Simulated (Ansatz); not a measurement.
# K on W(110): change of the work function

How does one ordered layer of K (top site) change the work function of W(110), and what dipole does each adsorbate carry?

Main program and level: Ansatz 0.2.0; plane-wave DFT, RPBE, Ansatz PAW.

## 1. Starting point

The cell holds 4 atoms: 4 W. Its edges and angles: a = 2.737 Å, b = 2.737 Å, c = 24.703 Å, α = 90.0°, β = 90.0°, γ = 70.5°. Vacuum lies along c.

Structure file:

```cif
data_structure
_symmetry_space_group_name_H-M 'P 1'
_symmetry_Int_Tables_number 1
_cell_length_a 2.7366
_cell_length_b 2.7366
_cell_length_c 24.7034
_cell_angle_alpha 90.000
_cell_angle_beta 90.000
_cell_angle_gamma 70.529
_cell_volume 174.43
loop_
_atom_site_label
_atom_site_type_symbol
_atom_site_fract_x
_atom_site_fract_y
_atom_site_fract_z
_atom_site_occupancy
W1 W 0.00000 0.00000 0.36432 1
W2 W 0.50000 0.50000 0.45477 1
W3 W 0.00000 0.00000 0.54523 1
W4 W 0.50000 0.50000 0.63568 1
```

## 2. The clean slab

The bare slab comes first, as the zero from which every change is counted. The two lowest layers are held at bulk places and the upper ones relax. The dipole correction removes the false field that a one-sided slab makes across the periodic vacuum, so each face gets a flat vacuum level of its own.

Input file input.yaml:

```yaml
crystal:
  lattice:
    - [2.2344574285, -1.58, 0.0]
    - [2.2344574285, 1.58, 0.0]
    - [0.0, 0.0, 24.7033722856]
  atoms:
    - { symbol: W, position: [0.0, 0.0, 0.3643227287] }
    - { symbol: W, position: [0.5, 0.5, 0.4547742429] }
    - { symbol: W, position: [0.0, 0.0, 0.5452257571] }
    - { symbol: W, position: [0.5, 0.5, 0.6356772713] }
kpoints:
  mp_grid: { grid: [12, 12, 1] }
hamiltonian:
  xc: rpbe
scf:
  occupations: { method: fermi_dirac, width: 0.1 }
  convergence: { dr2_threshold: 1.0e-08 }
efield:
  axis: 3
  dipole_correction: true
  ramp_position: 0.97
  ramp_width: 0.06
relax:
  f_tol: 0.02
  max_steps: 60
  constraints: [{ sites: [0, 1] }]
output:
  write_potential: true
  write_density: true
  volumetric_format: npy
```

The run is started by

```console
$ ansatz run input.yaml --threads 4 --pin off --max-ram 6144MiB --backend cpu --events-out ev --progress --plain --runs-dir out
```

Numbers of over 12 decimals in the logs are rounded to 6 here.

Log:

```text
Engine: ansatz 0.2.0, aarch64-unknown-linux-gnu
Pseudopotentials: kind: paw
Pseudopotential: W, paw, valence charge 14, recommended cutoff 420 eV (normal), W.paw.azcp
Functional definition: RPBE
  parameter kappa = 0.804
  parameter beta = 0.066725
  exchange = rpbe_x(kappa = kappa, mu = beta*pi^2/3)
  correlation = pbe_c(beta = beta)
Crystal: 4 atoms, lattice volume = 174.428 Å³
Basis set: ecut = 420 eV, 3461 PW (Γ), exchange–correlation on 40×40×360 points (8 copies of the dense FFT grid, shifted against one another)
Bands: 34, of which v1, the nominal top of the filled ones, is band 28 counted from 1 (27 counted from 0)
Symmetry: 4 space group operations
k-points: 43 of 144
Non-local potential: W, projectors of the file, l = 0: 3, l = 1: 2, l = 2: 2, l = 3: 1
PAW form: soft (Blöchl's): semilocal exchange-correlation on the pseudo side does not see the compensation charge
PAW frozen core: W, regenerated for the run's functional, and the local potential with it (the file was generated under x = pbe(κ = 0.804, μ = 0.219515), c = pbe(β = 0.066725))
PAW one-centre angular grid: W, 590 points (default); XC on 64 Gauss nodes
Initial density: superposition of atomic densities (neutral atoms: chi_scale 0, normalization atom), corrected by the library's trained network
Initial wavefunctions: pseudopotential atomic-orbital guess
Functional: x = rpbe, c = pbe(β = 0.066725)
SCF iter   1: F=—  HF=-41587.620771 eV  |F-HF|=—  |Δ(HF+E_count)|=         —  Δρ=9.70e-3  dr2=2.02e0  ethr=1.77e-3  p=0.000 e·Å  D=4.83e-14 V/Å  ΔV_dip=-0.00 eV  dr2_dipole=2.64e-7  V_vac-E_F(+/−)=4.97/4.97 eV  ⟨swp⟩=8.0  Hψ=15762  notcnv=0  defer=15
efield: sawtooth ramp at fractional position 0.9700 (set: `efield.ramp_position`, or a place that a band, a saddle search or an elastic batch's reference lends), width 0.0600; the density the first Hamiltonian is built on has a dipole p = 0.000 e·Å; the dipole correction subtracts the counter field D = 4.83e-14 V/Å, which shifts the + side's vacuum level by -0.00 eV against the − side's; the planar-averaged density in the ramp window peaks in size at 1.1e-5 e/Å³
automatic band count: the SCF goes on with 40 bands, as 34 were too few: the levels above may hold too much charge
preconditioner: auto → LDOS  [metal: Δε(μ)=0.017 eV  Ē_g=6.110 eV  σ=0.100 eV  W_gap=0.04  n_scr=16 (ndim 8)  ℏωp=13.8 eV  f_vac=0.562  D(μ)=3.19/eV (n_scr^D=14)  β→1.0]
SCF iter   2: F=—  HF=-41587.534135 eV  |F-HF|=—  |Δ(HF+E_count)|=   8.66e-2  Δρ=3.71e-3  dr2=1.42e-1  ethr=1.77e-3  p=-0.000 e·Å  D=-1.26e-5 V/Å  ΔV_dip=0.00 eV  dr2_dipole=1.33e-7  V_vac-E_F(+/−)=4.78/4.78 eV  ⟨swp⟩=2.0  Hψ=2431  notcnv=0  defer=46
SCF iter   3: F=—  HF=-41587.525507 eV  |F-HF|=—  |Δ(HF+E_count)|=   8.63e-3  Δρ=7.26e-4  dr2=5.01e-3  ethr=2.53e-4  p=-0.000 e·Å  D=-4.51e-6 V/Å  ΔV_dip=0.00 eV  dr2_dipole=1.94e-8  V_vac-E_F(+/−)=4.78/4.78 eV  ⟨swp⟩=2.0  Hψ=2263  notcnv=0  defer=48
SCF iter   4: F=—  HF=-41587.525115 eV  |F-HF|=—  |Δ(HF+E_count)|=   3.92e-4  Δρ=2.22e-4  dr2=3.00e-4  ethr=8.95e-6  p=-0.000 e·Å  D=-2.10e-6 V/Å  ΔV_dip=0.00 eV  dr2_dipole=2.58e-9  V_vac-E_F(+/−)=4.78/4.78 eV  ⟨swp⟩=2.1  Hψ=2196  notcnv=0  defer=48
SCF iter   5: F=—  HF=-41587.525088 eV  |F-HF|=—  |Δ(HF+E_count)|=   2.68e-5  Δρ=8.09e-5  dr2=1.27e-5  ethr=5.36e-7  p=-0.000 e·Å  D=-1.31e-6 V/Å  ΔV_dip=0.00 eV  dr2_dipole=4.10e-10  V_vac-E_F(+/−)=4.77/4.77 eV  ⟨swp⟩=2.8  Hψ=2455  notcnv=0  defer=48
SCF iter   6: F=—  HF=-41587.525086 eV  |F-HF|=—  |Δ(HF+E_count)|=   1.89e-6  Δρ=1.99e-5  dr2=2.72e-6  ethr=2.26e-8  p=-0.000 e·Å  D=-2.02e-7 V/Å  ΔV_dip=0.00 eV  dr2_dipole=5.19e-14  V_vac-E_F(+/−)=4.77/4.77 eV  ⟨swp⟩=3.1  Hψ=2803  notcnv=0  defer=48
SCF iter   7: F=—  HF=-41587.525152 eV  |F-HF|=—  |Δ(HF+E_count)|=   6.58e-5  Δρ=6.80e-6  dr2=1.54e-7  ethr=4.86e-9  p=-0.000 e·Å  D=-4.23e-8 V/Å  ΔV_dip=0.00 eV  dr2_dipole=1.95e-12  V_vac-E_F(+/−)=4.77/4.77 eV  ⟨swp⟩=2.1  Hψ=2255  notcnv=0  defer=46
SCF iter   8: F=—  HF=-41587.525152 eV  |F-HF|=—  |Δ(HF+E_count)|=   1.92e-7  Δρ=2.94e-6  dr2=2.25e-8  ethr=2.75e-10  p=-0.000 e·Å  D=-5.65e-8 V/Å  ΔV_dip=0.00 eV  dr2_dipole=5.76e-15  V_vac-E_F(+/−)=4.77/4.77 eV  ⟨swp⟩=3.3  Hψ=3340  notcnv=0  defer=46
SCF iter   9: F=-41587.525152 eV  HF=-41587.525152 eV  |F-HF|=7.46e-9  |Δ(HF+E_count)|=  1.02e-10  Δρ=9.06e-7  dr2=2.11e-9  ethr=1.79e-11  p=-0.000 e·Å  D=-6.87e-9 V/Å  ΔV_dip=0.00 eV  dr2_dipole=1.36e-14  V_vac-E_F(+/−)=4.77/4.77 eV  ⟨swp⟩=11.2  Hψ=11430  notcnv=0
SCF 1 converged in 9 iterations: F = -41587.525152 eV  dr2 = 2.11e-9
  greatest PAW one-centre occupation: 0.999 electrons in one spin orbital (limit 2), on the W atom at site 0 (counted from 0), in its partial waves of l = 0
relax step   1: F+E_penalty+E_count = -41587.52515233 eV  Δ(F+E_penalty+E_count) = +0.000e0 eV  max|allowed force component| = 6.640e-1 eV/Å  Δτ_max = 0.0000 Å  (9 SCF iters, accepted)
Bands: 40, of which v1, the nominal top of the filled ones, is band 28 counted from 1 (27 counted from 0)
Initial density: handed on by an earlier stage of this run
Initial wavefunctions: those handed on with the density
iter 1 solved again at ethr=2.65e-3 eV; its pass at ethr=3.10e-3 eV (dr2=1.48e0 eV) is discarded
SCF iter   1: F=—  HF=-41587.542062 eV  |F-HF|=—  |Δ(HF+E_count)|=         —  Δρ=1.16e-2  dr2=1.47e0  ethr=2.65e-3  p=-0.000 e·Å  D=-3.48e-7 V/Å  ΔV_dip=0.00 eV  dr2_dipole=3.31e-1  V_vac-E_F(+/−)=4.79/4.79 eV  ⟨swp⟩=1.1  Hψ=7231  notcnv=0  defer=23
efield: sawtooth ramp at fractional position 0.9700 (set: `efield.ramp_position`, or a place that a band, a saddle search or an elastic batch's reference lends), width 0.0600; the density the first Hamiltonian is built on has a dipole p = -0.000 e·Å; the dipole correction subtracts the counter field D = -3.48e-7 V/Å, which shifts the + side's vacuum level by +0.00 eV against the − side's; the planar-averaged density in the ramp window peaks in size at 3.0e-6 e/Å³
preconditioner: auto → LDOS  [metal: Δε(μ)=0.030 eV  Ē_g=6.018 eV  σ=0.100 eV  W_gap=0.07  n_scr=16 (ndim 8)  ℏωp=13.8 eV  f_vac=0.556  D(μ)=3.02/eV (n_scr^D=12)  β→1.0]
SCF iter   2: F=—  HF=-41587.505391 eV  |F-HF|=—  |Δ(HF+E_count)|=   3.67e-2  Δρ=4.59e-3  dr2=1.54e-1  ethr=2.63e-3  p=0.002 e·Å  D=2.09e-3 V/Å  ΔV_dip=-0.05 eV  dr2_dipole=3.81e-4  V_vac-E_F(+/−)=4.70/4.75 eV  ⟨swp⟩=2.0  Hψ=2347  notcnv=0  defer=23
SCF iter   3: F=—  HF=-41587.490952 eV  |F-HF|=—  |Δ(HF+E_count)|=   1.44e-2  Δρ=2.14e-3  dr2=3.59e-2  ethr=2.76e-4  p=0.002 e·Å  D=1.82e-3 V/Å  ΔV_dip=-0.04 eV  dr2_dipole=5.70e-4  V_vac-E_F(+/−)=4.74/4.78 eV  ⟨swp⟩=2.7  Hψ=3360  notcnv=0  defer=47
[...]
SCF iter   2: F=—  HF=-41587.552111 eV  |F-HF|=—  |Δ(HF+E_count)|=   1.78e-2  Δρ=3.30e-3  dr2=9.20e-2  ethr=1.41e-3  p=0.004 e·Å  D=3.86e-3 V/Å  ΔV_dip=-0.10 eV  dr2_dipole=1.13e-3  V_vac-E_F(+/−)=4.70/4.79 eV  ⟨swp⟩=2.0  Hψ=2342  notcnv=0  defer=46
SCF iter   3: F=—  HF=-41587.543034 eV  |F-HF|=—  |Δ(HF+E_count)|=   9.08e-3  Δρ=1.55e-3  dr2=1.77e-2  ethr=1.64e-4  p=0.003 e·Å  D=3.53e-3 V/Å  ΔV_dip=-0.09 eV  dr2_dipole=1.11e-4  V_vac-E_F(+/−)=4.67/4.76 eV  ⟨swp⟩=2.6  Hψ=3238  notcnv=0  defer=48
SCF iter   4: F=—  HF=-41587.539903 eV  |F-HF|=—  |Δ(HF+E_count)|=   3.13e-3  Δρ=2.60e-4  dr2=3.55e-4  ethr=3.17e-5  p=0.003 e·Å  D=2.97e-3 V/Å  ΔV_dip=-0.07 eV  dr2_dipole=3.10e-7  V_vac-E_F(+/−)=4.70/4.77 eV  ⟨swp⟩=2.3  Hψ=2600  notcnv=0  defer=48
SCF iter   5: F=—  HF=-41587.539897 eV  |F-HF|=—  |Δ(HF+E_count)|=   6.06e-6  Δρ=7.86e-5  dr2=3.50e-5  ethr=6.34e-7  p=0.002 e·Å  D=2.37e-3 V/Å  ΔV_dip=-0.06 eV  dr2_dipole=3.90e-6  V_vac-E_F(+/−)=4.71/4.77 eV  ⟨swp⟩=2.8  Hψ=2669  notcnv=0  defer=48
SCF iter   6: F=—  HF=-41587.539883 eV  |F-HF|=—  |Δ(HF+E_count)|=   1.39e-5  Δρ=3.13e-5  dr2=4.42e-6  ethr=6.25e-8  p=0.002 e·Å  D=1.83e-3 V/Å  ΔV_dip=-0.05 eV  dr2_dipole=1.28e-7  V_vac-E_F(+/−)=4.72/4.77 eV  ⟨swp⟩=2.3  Hψ=2404  notcnv=0  defer=48
SCF iter   7: F=—  HF=-41587.539952 eV  |F-HF|=—  |Δ(HF+E_count)|=   6.88e-5  Δρ=1.21e-5  dr2=4.96e-7  ethr=7.90e-9  p=0.002 e·Å  D=1.59e-3 V/Å  ΔV_dip=-0.04 eV  dr2_dipole=8.72e-9  V_vac-E_F(+/−)=4.73/4.77 eV  ⟨swp⟩=2.8  Hψ=2765  notcnv=0  defer=48
SCF iter   8: F=—  HF=-41587.539952 eV  |F-HF|=—  |Δ(HF+E_count)|=   7.78e-8  Δρ=3.94e-6  dr2=7.83e-8  ethr=8.86e-10  p=0.001 e·Å  D=1.55e-3 V/Å  ΔV_dip=-0.04 eV  dr2_dipole=1.92e-9  V_vac-E_F(+/−)=4.73/4.77 eV  ⟨swp⟩=2.5  Hψ=2560  notcnv=0  defer=48
SCF iter   9: F=-41587.539952 eV  HF=-41587.539952 eV  |F-HF|=6.53e-9  |Δ(HF+E_count)|=   5.34e-8  Δρ=1.16e-6  dr2=4.78e-9  ethr=1.79e-11  p=0.001 e·Å  D=1.53e-3 V/Å  ΔV_dip=-0.04 eV  dr2_dipole=3.57e-10  V_vac-E_F(+/−)=4.73/4.77 eV  ⟨swp⟩=9.8  Hψ=12275  notcnv=0
SCF 3 converged in 9 iterations: F = -41587.539952 eV  dr2 = 4.78e-9
relax step   3: F+E_penalty+E_count = -41587.53995182 eV  Δ(F+E_penalty+E_count) = -1.480e-2 eV  max|allowed force component| = 2.781e-2 eV/Å  Δτ_max = 0.0502 Å  (9 SCF iters, accepted)
SCF iter   1: F=—  HF=-41587.540132 eV  |F-HF|=—  |Δ(HF+E_count)|=         —  Δρ=6.01e-4  dr2=3.13e-3  ethr=8.63e-5  p=0.001 e·Å  D=1.53e-3 V/Å  ΔV_dip=-0.04 eV  dr2_dipole=6.02e-4  V_vac-E_F(+/−)=4.73/4.77 eV  ⟨swp⟩=2.0  Hψ=2967  notcnv=0  defer=49
efield: sawtooth ramp at fractional position 0.9700 (set: `efield.ramp_position`, or a place that a band, a saddle search or an elastic batch's reference lends), width 0.0600; the density the first Hamiltonian is built on has a dipole p = 0.001 e·Å; the dipole correction subtracts the counter field D = 1.53e-3 V/Å, which shifts the + side's vacuum level by -0.04 eV against the − side's; the planar-averaged density in the ramp window peaks in size at 1.6e-6 e/Å³
preconditioner: auto → LDOS  [metal: Δε(μ)=0.034 eV  Ē_g=6.051 eV  σ=0.100 eV  W_gap=0.08  n_scr=16 (ndim 8)  ℏωp=13.8 eV  f_vac=0.561  D(μ)=3.09/eV (n_scr^D=14)  β→1.0]
SCF iter   2: F=—  HF=-41587.540023 eV  |F-HF|=—  |Δ(HF+E_count)|=   1.08e-4  Δρ=1.98e-4  dr2=3.66e-4  ethr=5.59e-6  p=0.001 e·Å  D=1.14e-3 V/Å  ΔV_dip=-0.03 eV  dr2_dipole=8.22e-6  V_vac-E_F(+/−)=4.74/4.77 eV  ⟨swp⟩=2.0  Hψ=2340  notcnv=0  defer=49
SCF iter   3: F=—  HF=-41587.539998 eV  |F-HF|=—  |Δ(HF+E_count)|=   2.53e-5  Δρ=8.20e-5  dr2=5.77e-5  ethr=6.53e-7  p=0.001 e·Å  D=1.33e-3 V/Å  ΔV_dip=-0.03 eV  dr2_dipole=1.37e-6  V_vac-E_F(+/−)=4.73/4.77 eV  ⟨swp⟩=2.0  Hψ=2267  notcnv=0  defer=49
SCF iter   4: F=—  HF=-41587.539978 eV  |F-HF|=—  |Δ(HF+E_count)|=   1.96e-5  Δρ=1.89e-5  dr2=1.88e-6  ethr=1.03e-7  p=0.001 e·Å  D=1.27e-3 V/Å  ΔV_dip=-0.03 eV  dr2_dipole=4.56e-8  V_vac-E_F(+/−)=4.73/4.77 eV  ⟨swp⟩=2.6  Hψ=2449  notcnv=0  defer=49
SCF iter   5: F=—  HF=-41587.540042 eV  |F-HF|=—  |Δ(HF+E_count)|=   6.40e-5  Δρ=7.12e-6  dr2=1.38e-7  ethr=3.36e-9  p=0.001 e·Å  D=1.28e-3 V/Å  ΔV_dip=-0.03 eV  dr2_dipole=9.33e-10  V_vac-E_F(+/−)=4.73/4.77 eV  ⟨swp⟩=3.0  Hψ=3085  notcnv=0  defer=49
SCF iter   6: F=—  HF=-41587.540043 eV  |F-HF|=—  |Δ(HF+E_count)|=   1.21e-7  Δρ=3.03e-6  dr2=2.86e-8  ethr=2.46e-10  p=0.001 e·Å  D=1.29e-3 V/Å  ΔV_dip=-0.03 eV  dr2_dipole=1.36e-10  V_vac-E_F(+/−)=4.73/4.77 eV  ⟨swp⟩=2.2  Hψ=2436  notcnv=0  defer=49
SCF iter   7: F=-41587.540043 eV  HF=-41587.540043 eV  |F-HF|=1.65e-9  |Δ(HF+E_count)|=   3.88e-8  Δρ=8.32e-7  dr2=2.76e-9  ethr=1.79e-11  p=0.001 e·Å  D=1.30e-3 V/Å  ΔV_dip=-0.03 eV  dr2_dipole=3.25e-10  V_vac-E_F(+/−)=4.73/4.77 eV  ⟨swp⟩=11.5  Hψ=11338  notcnv=0
SCF 4 converged in 7 iterations: F = -41587.540043 eV  dr2 = 2.76e-9
relax step   4: F+E_penalty+E_count = -41587.54004260 eV  Δ(F+E_penalty+E_count) = -9.078e-5 eV  max|allowed force component| = 1.225e-2 eV/Å  Δτ_max = 0.0093 Å  (7 SCF iters, accepted)
NSCF: frozen V_eff on 43 k-points
the band table was solved once a step of the walk had ended and its energy, with any forces and stress, was formed, with the checks that follow a solve (9044 applications of the Hamiltonian). They found nothing against the state; the energy, forces and stress were not computed again (output.eigenvalues in the input reference)
SCF converged after 7 iterations
Free energy (F): -41587.540043 eV
Harris-Foulkes:  -41587.540043 eV  (|F-HF|=1.65e-9)
Internal energy: -41587.440007 eV  (E = F + TS)
E sigma→0 (E₀):  -41587.490025 eV
Entropy (-TS):   -0.100036 eV (-25.009 meV/atom)
Fermi energy:    5.314475 eV
Dipole field:    D = 0.001329 V/Å  (p = 0.001281 e·Å, saw-weighted, corrected)
Work function:   Φ+ = 4.7333 eV   Φ− = 4.7661 eV
Levels:          The Fermi level and band energies are counted from a zero that moves with the ramp; work functions are not
--- Per-component energies (eV) ---
  E_band       = -1285.417984
  E_kinetic    = 1792.147921
  E_local      = -70730.621157  (includes V_loc(G=0)·N_el)
  E_nonlocal   = 1.191855
  E_hartree    = 34548.431371
  E_xc         = -1064.645913
  E_vxc        = -948.632983  (∫ρ·V_xc dr)
  E_paw        = -34299.610225  (= ΣΔE_a)
  E_vpaw       = -496.366570  (= ΣTr[D̂ρ^β])
  E_aug_tail   = -0.000237  (compensation charges beyond the density's cutoff)
  E_efield     = 0.000001  (sawtooth field / dipole correction)
  E_vefield    = -0.001596  (∫n·V_field dr)
  E_ewald      = 28165.736675
  E_core_change = -0.070297  (= ΣΔE_core)
  E_smearing   = -0.100036  (= −TS)
  E_closure    = -0.000000  (closes the sum)
  Σ components = -41587.540043   (vs F -41587.540043, Δ=0.00e0)
--- Forces (eV/Å), atoms counted from 1 ---
  atom   1  W      0.00000000     0.00000000     0.21661574
  atom   2  W      0.00000000    -0.00000000    -0.20522169
  atom   3  W      0.00000000     0.00000000     0.00084137
  atom   4  W      0.00000000    -0.00000000    -0.01225433
  max |Σ_I F_I| component: 1.89e-5 eV/Å
--- Band table (eV; the first three rows and the last of 43) ---
  k-point 0: bands = [... 24 lower, 3.8659, 3.8856, 4.0823, 4.7203, 4.9200, 5.8168, 6.1491, 7.0649, ... 8 higher]
  k-point 1: bands = [... 24 lower, 3.6952, 3.8635, 4.2282, 4.5948, 4.9722, 5.4113, 6.3706, 6.8920, ... 8 higher]
  k-point 2: bands = [... 24 lower, 3.5238, 3.6431, 4.0741, 4.4636, 5.0229, 5.4389, 6.7644, 6.7839, ... 8 higher]
  k-point 42: bands = [... 24 lower, 3.9200, 5.8589, 5.9338, 6.3548, 6.4708, 6.9665, 7.3369, 8.9370, ... 8 higher]
--- Relaxed structure (4 steps of the walk, 3 accepted, 0 SCFs on fresh bases) ---
  F+E_penalty+E_count = -41587.54004260 eV   max|allowed force component| = 1.225e-2 eV/Å
  atoms:
    - { symbol: W, position: [0.0, 0.0, 0.3643227287] }
    - { symbol: W, position: [0.5, 0.5, 0.4547742429] }
    - { symbol: W, position: [-9.724446530574872e-19, 9.724446530574872e-19, 0.547467] }
    - { symbol: W, position: [0.5, 0.5, 0.636913] }
```

It took 45 s on 4 threads of Arm Neoverse N1, shared host; peak memory 0.6 GiB; 3 min of CPU time.

Step by step:

| step | energy less that of the first step (eV) | largest force component (eV/Å) |
| --- | --- | --- |
| 1 | 0.0000 | 0.6640 |
| 2 | 0.0402 | 1.1561 |
| 3 | -0.0148 | 0.0278 |
| 4 | -0.0149 | 0.0123 |

Relaxation step 2 was tried and not accepted.

Forces are held to the 4 operations that the run works with; a distortion that breaks them can't arise in this run.

The atoms that moved most (Å):

| atom | dx | dy | dz | length |
| --- | --- | --- | --- | --- |
| W3 | 0.000 | 0.000 | 0.055 | 0.055 |
| W4 | 0.000 | 0.000 | 0.031 | 0.031 |

The relaxed structure:

```xyz
4
Lattice="2.2345 -1.5800 0.0000 2.2345 1.5800 0.0000 0.0000 0.0000 24.7034" Properties=species:S:1:pos:R:3
W     0.0000    0.0000    9.0000
W     2.2345    0.0000   11.2345
W     0.0000    0.0000   13.5243
W     2.2345    0.0000   15.7339
```

This step gave:

```
energy at zero smearing        : -41587.4900 eV
work function, upper face      : 4.733 eV
work function, lower face      : 4.766 eV
dipole along the normal        : 0.001281 e·Å
step between the vacuum levels : -0.03282 eV
```

Running mean over 2.234 Å of the planar mean; the ramp of the sawtooth is left out. Table of electron's electrostatic potential energy less the Fermi level by z:

z (Å), electron's electrostatic potential energy less the Fermi level (eV) and a bar from the least value:
```
      3.5        4.8 ##############################
      4.0        4.8 ##############################
      4.5        4.8 ##############################
      5.0        4.8 ##############################
      5.5        4.7 ##############################
      6.0        4.6 ##############################
      6.5        4.3 #############################
      7.0        3.2 ###########################
      7.5       -0.2 ######################
      8.0       -5.8 ############
      8.5      -10.6 ####
      9.0      -12.3 #
      9.5      -12.5 #
     10.0      -12.6 #
     10.5      -12.7 
     11.0      -12.8 
     11.5      -12.7 
     12.0      -12.4 #
     12.5      -12.3 #
     13.0      -12.5 #
     13.5      -12.8 
     14.0      -12.9 
     14.5      -12.9 
     15.0      -12.8 
     15.5      -12.5 #
     16.0      -11.7 ##
     16.5       -8.4 ########
     17.0       -2.8 #################
     17.5        1.9 #########################
     18.0        3.9 #############################
     18.5        4.5 ##############################
     19.0        4.7 ##############################
     19.5        4.7 ##############################
     20.0        4.7 ##############################
     20.5        4.7 ##############################
     21.0        4.7 ##############################
     21.5        4.7 ##############################
```

The relaxation took 4 steps and lowered the energy by 0.015 eV; the largest force on the free atoms ends at 0.012 eV/Å.

The work function of the upper face is 4.73 eV.

(Continued in part 2 of 4.)

[Logs are printed without paths, hosts, clocks, repeated set-up lines and the standing remarks that a program may print on its own settings, such as how far it seeks lower states.]

[Hosts, paths, dates, database ids (printed as entryN), source tags and the programs' standing remarks are cut or masked in the printed files.]

[Maps of the electrostatic potential energy from Ansatz leave out the sawtooth potential of an applied field or a dipole correction, so their vacuum need not be flat; planar profiles and work functions include it.]
